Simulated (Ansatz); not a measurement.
**How the smearing shapes the phonons of NbAu2 (P6/mmm)**

Wanted: frequencies of NbAu2 (P6/mmm) solved wavevector by wavevector at several smearings. The first relaxation steps of the session are not shown, so no cell shown is the starting entry, unless a step says so.

Calculated with Ansatz 0.2.0; DFT PBEsol, scalar-relativistic, plane waves, PAW.

This is a report of a sequence of runs, with most program output left out.

## Step 1: The cell after earlier relaxation steps

The structure is hexagonal, space group P6/mmm (No. 191). The conventional cell has a = 4.621 Å, b = 4.621 Å, c = 2.729 Å, α = 90.00°, β = 90.00°, γ = 120.00°. Nb has 2 Nb at 2.73 Å and 12 Au at 3.00 Å nearest. Nearest to Au lie 5 Au at 2.67 to 2.73 Å and 6 Nb at 3.00 Å. Farther neighbours are not listed.

## Step 2: Tight relaxation

Phonons are second derivatives about the minimum, so the remaining forces must be small: the thresholds are tightened. Earlier relaxation steps are not shown.

File input.yaml:

```yaml
crystal:
  lattice:
    - [4.621202367, 0.0, 0.0]
    - [-2.3106011835, 4.0020786459, 0.0]
    - [0.0, 0.0, 2.7291126863]
  atoms:
    - { symbol: Nb, position: [0.0, 0.0, 0.0] }
    - { symbol: Au, position: [0.3333333333, 0.6666666667, 0.5] }
    - { symbol: Au, position: [0.6666666667, 0.3333333333, 0.5] }
kpoints:
  mp_grid: { grid: [6, 6, 9] }
hamiltonian:
  xc: pbesol
scf:
  occupations: { method: methfessel_paxton, width: 0.2 }
output:
  forces: true
  stress: true
  eigenvalues: true
relax:
  adjacent_minimum: "off"
  f_tol: 0.001
  max_steps: 60
  cell: { stress_tol: 0.01 }
```

Started as:

```
ansatz run input.yaml --threads 4 --pin off --max-ram 8192MiB --backend cpu --events-out ev --progress --plain --runs-dir out
```

Run time: 3.5 s. Hardware: 4 threads of Arm Neoverse V2, shared host; peak memory 0.46 GiB; 12 s of CPU time.

Relaxation path:

```csv
step,energy less that of the first step (eV),largest force component (eV/Å),pressure (GPa),volume (Å³)
1,0.0000,0.0000,0.36,50.47
2,0.0004,0.0000,-0.76,50.75
3,-0.0001,0.0000,-0.01,50.56
4,-0.0001,0.0000,0.00,50.56
5,-0.0001,0.0000,0.00,50.56
```

The log counts 1 steps on a newly chosen plane-wave basis, not all of them marked here; energy and pressure can jump at such steps. Relaxation step 2 was tried and not accepted.

```csv
"conventional cell, symmetrised",before,after,change
a (Å),4.621,4.622,+0.0 %
b (Å),4.621,4.622,+0.0 %
c (Å),2.729,2.733,+0.1 %
volume (Å³/atom),16.82,16.85,+0.2 %
```

Final coordinates:

```xyz
3
Lattice="4.6221 0.0000 0.0000 -2.3110 4.0028 0.0000 0.0000 0.0000 2.7328" Properties=species:S:1:pos:R:3 pbc="T T T"
Nb    0.0000    0.0000    0.0000
Au    0.0000    2.6686    1.3664
Au    2.3110    1.3343    1.3664
```

Numbers from this step:

```
pressure          : -0.003329 GPa
volume per atom   : 16.85 Å³
metallic on mesh  : yes
gap on the k-mesh : 0 eV
```

The largest force is now zero by symmetry and the largest stress component 0.0058 GPa, small enough for phonons.

## Step 3: Phonons along a line: Fermi–Dirac smearing of 0.1 eV

Each wavevector is solved by itself, so no interpolation smooths a dip of the branch.

File input.yaml:

```yaml
crystal:
  lattice:
    - [4.622080991, 0.0, 0.0]
    - [-2.3110404955, 4.0028395566, 0.0]
    - [0.0, 0.0, 2.7328027363]
  atoms:
    - { symbol: Nb, position: [0.0, 0.0, 0.0] }
    - { symbol: Au, position: [0.3333333333, 0.6666666667, 0.5] }
    - { symbol: Au, position: [0.6666666667, 0.3333333333, 0.5] }
kpoints:
  mp_grid: { grid: [12, 12, 16] }
hamiltonian:
  xc: pbesol
scf:
  occupations: { method: fermi_dirac, width: 0.1 }
output:
  eigenvalues: true
phonons:
  method: dfpt
  qpoints:
    - [0, 0, 0]
    - [0.083333333, 0.0, 0.0]
    - [0.166666667, 0.0, 0.0]
    - [0.25, 0.0, 0.0]
    - [0.333333333, 0.0, 0.0]
    - [0.416666667, 0.0, 0.0]
    - [0.5, 0.0, 0.0]
```

Wall time 14 min (4 threads); peak memory 4.5 GiB.

Each wavevector solved by linear response. Table of frequency by |q| along the line; 7 of 9 lines:

```csv
|q| along the line (Å⁻¹),mode 1 (cm⁻¹),mode 2 (cm⁻¹),mode 3 (cm⁻¹),mode 4 (cm⁻¹),mode 5 (cm⁻¹),mode 6 (cm⁻¹),mode 7 (cm⁻¹)
0.000,0,0,0,57.0,111,152,152
0.131,11.9,15.7,31.6,56.4,111,150,151
0.262,23.5,30.6,54.9,61.0,110,144,146
0.392,34.0,44.1,53.5,86.0,108,138,140
0.523,42.2,53.4,54.7,102,104,133,140
0.654,46.1,56.2,61.5,99.1,107,130,148
0.785,46.9,58.3,63.9,96.7,108,129,159
```

## Step 4: Phonons along a line: Fermi–Dirac smearing of 0.25 eV

Edit input.yaml of step 3 so:

```diff
@@ -14,3 +14,3 @@
 scf:
-  occupations: { method: fermi_dirac, width: 0.1 }
+  occupations: { method: fermi_dirac, width: 0.25 }
 output:
```

Wider smearing eases the sum over k-points of a metal but moves the result away from its zero-temperature value.

The job ended after 14 min (4 threads; peak memory 4.6 GiB; 57 min of CPU time).

Each wavevector solved by linear response. The frequency by |q| along the line; 7 of 9 lines:

```csv
|q| along the line (Å⁻¹),mode 1 (cm⁻¹),mode 2 (cm⁻¹),mode 3 (cm⁻¹),mode 4 (cm⁻¹),mode 5 (cm⁻¹),mode 6 (cm⁻¹),mode 7 (cm⁻¹)
0.000,0,0,0,54.0,113,151,151
0.131,11.8,15.3,31.3,53.5,112,149,149
0.262,23.2,30.0,52.2,60.5,110,143,144
0.392,33.6,43.2,51.2,85.2,108,138,139
0.523,41.5,51.6,53.9,102,105,133,138
0.654,44.9,54.6,60.9,101,107,129,147
0.785,45.5,56.5,63.4,99.9,107,128,157
```

Against step 3 (now smearing width 0.25 eV), the free energy moves by -34.8 meV an atom.

## Step 5: Smearing and the soft branch

Lowest frequency against |q| along the line:

```csv
|q| along the line (Å⁻¹),"fermi dirac 0.1 eV, k 12x12x16 (cm⁻¹)","fermi dirac 0.25 eV, k 12x12x16 (cm⁻¹)"
0.000,0,0
0.131,11.9,11.8
0.262,23.5,23.2
0.392,34.0,33.6
0.523,42.2,41.5
0.654,46.1,44.9
0.785,46.9,45.5
```

## Step 6: Summary of results

| Quantity | Value |
| --- | --- |
| phonon run of the rows without a label of their own | PBEsol, k 12×12×16 |
| lowest branch at the last solved point, Fermi–Dirac 0.1 eV | 46.9 cm⁻¹ at \|q\| = 0.785 Å⁻¹ |
| lowest branch at the last solved point, Fermi–Dirac 0.25 eV | 45.5 cm⁻¹ at \|q\| = 0.785 Å⁻¹ |

In words: No branch softens by more than 4 % of the top frequency as the smearing narrows, so no anomaly that hangs on the smearing shows at these points. The line holds 7 wavevectors, so a narrow dip between them would be missed. Between Fermi–Dirac 0.25 eV and Fermi–Dirac 0.1 eV the largest change, with modes counted by rank of frequency, is in mode 4 at |q| = 0.785 Å⁻¹, from 99.9 to 96.7 cm⁻¹. Where branches cross, a count by rank can hide a softening. At the narrowest width the k mesh may not resolve the Fermi surface, so part of the change can be mesh noise. Spin–orbit coupling, left out here, matters for Au.

[Logs are printed without paths, hosts, clocks, repeated set-up lines and the standing remarks that a program may print on its own settings, such as how far it seeks lower states.]

[Hosts, paths, dates, database ids (printed as entryN), source tags and the programs' standing remarks are cut or masked in the printed files.]
